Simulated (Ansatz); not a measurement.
**AlPt3C (Pm-3m): Grüneisen parameters**

Aim: how the phonons of AlPt3C (Pm-3m) shift with volume, and the thermal expansion that follows.

Program: Ansatz 0.2.0. Level of theory: DFT PBEsol, scalar-relativistic, plane waves, PAW; PAW set soft_1. Values are calculated unless marked as measured.

This is a report of a sequence of runs, with the program logs left out and the cost of each run kept.

**1. The structure**

It takes space group Pm-3m (No. 221, cubic). Conventional cell: a = 4.133 Å, b = 4.133 Å, c = 4.133 Å, α = 90.00°, β = 90.00°, γ = 90.00°. Nearest to Al lie 12 Pt at 2.92 Å. Pt has 2 C at 2.07 Å and 8 Pt at 2.92 Å and 4 Al at 2.92 Å nearest. C has 6 Pt at 2.07 Å nearest. Farther neighbours, and contacts between anions beyond the nearest, are not listed.

**2. The dispersion**

Stability and thermal properties need the whole zone. Linear response on a 4×4×4 q mesh gives force constants as far as a supercell of that size would.

Contents of input.yaml:

```yaml
crystal:
  lattice:
    - [4.1327502067, 0.0, 0.0]
    - [0.0, 4.1327502067, 0.0]
    - [0.0, 0.0, 4.1327502067]
  atoms:
    - { symbol: Al, position: [0.0, 0.0, 0.0] }
    - { symbol: Pt, position: [0.0, 0.5, 0.5] }
    - { symbol: Pt, position: [0.5, 0.0, 0.5] }
    - { symbol: Pt, position: [0.5, 0.5, 0.0] }
    - { symbol: C, position: [0.5, 0.5, 0.5] }
kpoints:
  mp_grid: { grid: [8, 8, 8] }
hamiltonian:
  xc: pbesol
  pseudopotentials: { kind: paw, azcp: { folder: soft_1 }, xc_functional: pbe }
scf:
  occupations: { method: methfessel_paxton, width: 0.2 }
output:
  eigenvalues: true
phonons:
  method: dfpt
  qmesh: [4, 4, 4]
  temperatures: { t_max: 1000, t_step: 50 }
  qpath:
    path:
      - [[0.0, 0.0, 0.0], [0.0, 0.5, 0.0], [0.5, 0.5, 0.0], [0.0, 0.0, 0.0], [0.5, 0.5, 0.5], [0.0, 0.5, 0.0]]
      - [[0.5, 0.5, 0.5], [0.5, 0.5, 0.0]]
    npoints: 10
```

Started as:

```console
> ansatz run input.yaml --threads 4 --pin off --max-ram 10240MiB --backend cpu --events-out ev --progress --plain --runs-dir out
```

It took 11 min on 4 threads of Intel Xeon Platinum 8488C (Sapphire Rapids), shared host; peak memory 3 GiB.

Read from the output:

| Property | Result |
| --- | --- |
| volume per atom | 14.12 Å³ |
| gap on the k-mesh | 0 eV |
| sum-rule residual before enforcement | 1.47e-5 eV/Å² |
| lowest frequency on the path | -121.6 cm⁻¹ |
| point group | m-3m |
| highest frequency on path, mesh or solved points | 683.7 cm⁻¹ |
| highest optical mode at the zone centre (no LO-TO term) | 437.2 cm⁻¹ |
| lowest optical zone-centre mode | -94.11 cm⁻¹ |
| lowest mode on the q mesh (acoustic modes at Γ apart) | -121.6 cm⁻¹ |

Frequencies (cm⁻¹) solved at each irreducible wavevector; negative means imaginary. Frequencies by wavevector, by row:

| q in reciprocal lattice units | star | mode 1 | mode 2 | mode 3 | mode 4 | mode 13 | mode 14 | mode 15 |
| --- | --- | --- | --- | --- | --- | --- | --- | --- |
| 0 0 0 | 1 | -94.1 | -94.1 | -94.1 | -70.8 | 437.2 | 437.2 | 437.2 |
| 0 0 0.25 | 6 | -94.6 | -92.3 | -92.3 | -67.8 | 427.9 | 427.9 | 577.6 |
| 0 0 -0.5 | 3 | -96.7 | -94.6 | -94.6 | -70.1 | 411.3 | 411.3 | 683.6 |
| 0 0.25 0.25 | 12 | -107.7 | -97.8 | -92.9 | -79.3 | 418.9 | 566.3 | 582.8 |
| 0 0.25 -0.5 | 12 | -108.3 | -106.6 | -103.3 | -89.2 | 415.2 | 570.5 | 679.7 |
| 0 -0.5 -0.5 | 3 | -121.6 | -121.6 | -111.2 | -111.2 | 424.1 | 681.3 | 681.3 |
| 0.25 0.25 0.25 | 8 | -113.8 | -97.7 | -94.9 | -94.9 | 560.5 | 581.8 | 581.8 |
| 0.25 0.25 -0.5 | 12 | -104.5 | -102.1 | -101.2 | -100.4 | 571.6 | 582.2 | 677.4 |
| 0.25 -0.5 -0.5 | 6 | -103.3 | -103.3 | -95.7 | -95.7 | 579.7 | 676 | 676 |
| -0.5 -0.5 -0.5 | 1 | -78.2 | -78.2 | -78.2 | -67.7 | 673.6 | 673.6 | 673.6 |

Symmetry leaves 10 wavevectors to solve. The lowest mode among them, the acoustic zeros apart, lies at q = (0, -0.5, -0.5) and is imaginary, 121.6i cm⁻¹, so the energy falls along it.

**3. Relaxing at another volume, volume ratio 0.97**

The volume is scaled by 0.97 and held; symmetry leaves nothing to relax, so this is a single point. The modes can then be followed against volume.

input.yaml, the sections that differ from step 2:

```yaml
crystal:
  lattice:
    - [4.0910024009, 0.0, 0.0]
    - [0.0, 4.0910024009, 0.0]
    - [0.0, 0.0, 4.0910024009]
  atoms:
    - { symbol: Al, position: [0.0, 0.0, 0.0] }
    - { symbol: Pt, position: [0.0, 0.5, 0.5] }
    - { symbol: Pt, position: [0.5, 0.0, 0.5] }
    - { symbol: Pt, position: [0.5, 0.5, 0.0] }
    - { symbol: C, position: [0.5, 0.5, 0.5] }
output:
  forces: true
  stress: true
  eigenvalues: true
# kpoints, hamiltonian, scf: as in step 2
# phonons: removed
```

The job ended after 1 s (4 threads; peak memory 0.47 GiB).

Read from the output:

| Property | Result |
| --- | --- |
| pressure | 7.522 GPa |
| volume per atom | 13.69 Å³ |

The run ends at a pressure of 7.52 GPa.

**4. Phonons at the other volume, volume ratio 0.97**

The phonons are repeated at this volume on the same meshes, so that differences come from the volume alone.

input.yaml: that of step 3 with these lines changed.

```diff
@@ -19,4 +19,11 @@
 output:
-  forces: true
-  stress: true
   eigenvalues: true
+phonons:
+  method: dfpt
+  qmesh: [4, 4, 4]
+  temperatures: { t_max: 1000, t_step: 50 }
+  qpath:
+    path:
+      - [[0.0, 0.0, 0.0], [0.0, 0.5, 0.0], [0.5, 0.5, 0.0], [0.0, 0.0, 0.0], [0.5, 0.5, 0.5], [0.0, 0.5, 0.0]]
+      - [[0.5, 0.5, 0.5], [0.5, 0.5, 0.0]]
+    npoints: 10
```

It took 12 min on 4 threads; peak memory 2.9 GiB.

Read from the output:

```
sum-rule residual before enforcement                    : 1.05e-5 eV/Å²
lowest frequency on the path                            : -123.8 cm⁻¹
highest frequency on path, mesh or solved points        : 723.6 cm⁻¹
highest optical mode at the zone centre (no LO-TO term) : 482.8 cm⁻¹
lowest optical zone-centre mode                         : -95.04 cm⁻¹
lowest mode on the q mesh (acoustic modes at Γ apart)   : -123.8 cm⁻¹
```

Frequencies (cm⁻¹) solved at each irreducible wavevector; negative means imaginary. Frequencies by wavevector, by row:

| q in reciprocal lattice units | star | mode 1 | mode 2 | mode 3 | mode 4 | mode 13 | mode 14 | mode 15 |
| --- | --- | --- | --- | --- | --- | --- | --- | --- |
| 0 0 0 | 1 | -95 | -95 | -95 | -57.3 | 482.8 | 482.8 | 482.8 |
| 0 0 0.25 | 6 | -95.9 | -92.2 | -92.2 | -62.5 | 473 | 473 | 618 |
| 0 0 -0.5 | 3 | -98.1 | -94.7 | -94.7 | -69.3 | 456.3 | 456.3 | 723.6 |
| 0 0.25 0.25 | 12 | -110.3 | -96.7 | -94 | -78.8 | 464.5 | 607 | 623 |
| 0 0.25 -0.5 | 12 | -111.2 | -108 | -104.4 | -89.7 | 460.9 | 610.9 | 719.2 |
| 0 -0.5 -0.5 | 3 | -123.8 | -123.8 | -113.5 | -113.5 | 470 | 720.5 | 720.5 |
| 0.25 0.25 0.25 | 8 | -117.1 | -96.9 | -96.5 | -96.5 | 601.4 | 622.1 | 622.1 |
| 0.25 0.25 -0.5 | 12 | -107.7 | -104 | -103.3 | -100.1 | 612.4 | 622.7 | 716.9 |
| 0.25 -0.5 -0.5 | 6 | -105.7 | -105.7 | -96 | -96 | 620.5 | 715.7 | 715.7 |
| -0.5 -0.5 -0.5 | 1 | -74.7 | -74.7 | -74.7 | -71.4 | 713.6 | 713.6 | 713.6 |

The highest optical mode at the zone centre (no LO-TO term) is 482.8 cm⁻¹, +45.5 cm⁻¹ against the base run.

**5. Relaxing at another volume, volume ratio 1.03**

The volume is scaled by 1.03 and held; symmetry leaves nothing to relax, so this is a single point. The modes can then be followed against volume.

input.yaml, the sections that differ from step 4:

```yaml
crystal:
  lattice:
    - [4.1736711869, 0.0, 0.0]
    - [0.0, 4.1736711869, 0.0]
    - [0.0, 0.0, 4.1736711869]
  atoms:
    - { symbol: Al, position: [0.0, 0.0, 0.0] }
    - { symbol: Pt, position: [0.0, 0.5, 0.5] }
    - { symbol: Pt, position: [0.5, 0.0, 0.5] }
    - { symbol: Pt, position: [0.5, 0.5, 0.0] }
    - { symbol: C, position: [0.5, 0.5, 0.5] }
output:
  forces: true
  stress: true
  eigenvalues: true
# kpoints, hamiltonian, scf: as in step 4
# phonons: removed
```

Run time: 1.1 s. Hardware: 4 threads; peak memory 0.47 GiB.

Read from the output:

- pressure: -6.311 GPa
- volume per atom: 14.54 Å³

The run ends at a pressure of -6.31 GPa.

**6. Phonons at the other volume, volume ratio 1.03**

input.yaml: that of step 5 with these lines changed.

```diff
@@ -19,4 +19,11 @@
 output:
-  forces: true
-  stress: true
   eigenvalues: true
+phonons:
+  method: dfpt
+  qmesh: [4, 4, 4]
+  temperatures: { t_max: 1000, t_step: 50 }
+  qpath:
+    path:
+      - [[0.0, 0.0, 0.0], [0.0, 0.5, 0.0], [0.5, 0.5, 0.0], [0.0, 0.0, 0.0], [0.5, 0.5, 0.5], [0.0, 0.5, 0.0]]
+      - [[0.5, 0.5, 0.5], [0.5, 0.5, 0.0]]
+    npoints: 10
```

The job ended after 14 min (4 threads; peak memory 3.1 GiB; 54 min of CPU time).

Numbers from this step:

```
sum-rule residual before enforcement                    : 3.98e-5 eV/Å²
lowest frequency on the path                            : -119.5 cm⁻¹
highest frequency on path, mesh or solved points        : 645.4 cm⁻¹
highest optical mode at the zone centre (no LO-TO term) : 392.0 cm⁻¹
lowest optical zone-centre mode                         : -93.18 cm⁻¹
lowest mode on the q mesh (acoustic modes at Γ apart)   : -119.5 cm⁻¹
```

The highest optical mode at the zone centre (no LO-TO term) is 392.0 cm⁻¹, -45.2 cm⁻¹ against the base run.

**7. Grüneisen parameters**

The Grüneisen parameter of a mode is minus the logarithmic change of its frequency with volume, −d ln ω / d ln V; weighted by heat capacity it gives the expansion.

Numbers from this step:

| Quantity | Value |
| --- | --- |
| bulk modulus | 230.5 GPa |

The phonon branches at the labelled points (cm⁻¹):

```
    point  branch 1  branch 2  branch 3  branch 4  branch 12  branch 13  branch 14  branch 15
        Γ       -94       -94       -94       -71         75        437        437        437
  halfway       -95       -92       -92       -68        128        428        428        578
        X       -97       -95       -95       -70        172        411        411        684
  halfway      -108      -107      -103       -89        173        415        570        680
        M      -122      -122      -111      -111        188        424        681        681
  halfway      -108       -98       -93       -79        151        419        566        583
        Γ       -94       -94       -94       -71         75        437        437        437
  halfway      -114       -98       -95       -95        172        560        582        582
        R       -78       -78       -78       -68        224        674        674        674
  halfway      -104      -102      -101      -100        190        572        582        677
        X       -97       -95       -95       -70        172        411        411        684
jump to R       -78       -78       -78       -68        224        674        674        674
  halfway      -103      -103       -96       -96        207        580        676        676
        M      -122      -122      -111      -111        188        424        681        681
```

The same for volume x 0.97:

```csv
point,branch 1,branch 2,branch 3,branch 4,branch 12,branch 13,branch 14,branch 15
Γ,-95,-95,-95,-57,96,483,483,483
X,-98,-95,-95,-69,190,456,456,724
M,-124,-124,-114,-114,203,470,720,720
Γ,-95,-95,-95,-57,96,483,483,483
R,-75,-75,-75,-71,240,714,714,714
X,-98,-95,-95,-69,190,456,456,724
R,-75,-75,-75,-71,240,714,714,714
M,-124,-124,-114,-114,203,470,720,720
```

The same for volume x 1.03:

```csv
point,branch 1,branch 2,branch 3,branch 4,branch 12,branch 13,branch 14,branch 15
Γ,-93,-93,-93,-88,62,392,392,392
X,-95,-95,-95,-71,154,366,366,645
M,-120,-120,-109,-109,174,378,644,644
Γ,-93,-93,-93,-88,62,392,392,392
R,-84,-84,-84,-64,209,635,635,635
X,-95,-95,-95,-71,154,366,366,645
R,-84,-84,-84,-64,209,635,635,635
M,-120,-120,-109,-109,174,378,644,644
```

**8. What came out**

| Property | Result |
| --- | --- |
| bulk modulus | 230 GPa |

What this shows: No expansion is given, because modes are imaginary at one volume or more. The highest optical mode at Γ goes from 483 to 392 cm⁻¹ as the cell grows, a Grüneisen parameter of 3.47. Branches are matched by rank, so values near crossings are rough. With no gap, or one that is small against the smearing, the frequencies hang on the k mesh and the smearing, most of all near Kohn anomalies. The phonon runs are without spin polarisation, although the cell has an odd electron count. Spin-orbit coupling is left out, which can matter for the heavy elements here. The PAW files were made for PBE and serve the other functionals too.

[Long decimals in the printed logs are rounded to 6 places.]

[Logs are printed without paths, hosts, clocks, repeated set-up lines and the standing remarks that a program may print on its own settings, such as how far it seeks lower states.]

[Hosts, paths, dates, database ids (printed as entryN), source tags and the programs' standing remarks are cut or masked in the printed files.]

[Where the starting crystal was built by hand or by swapping elements, it need not be the compound's stable phase.]
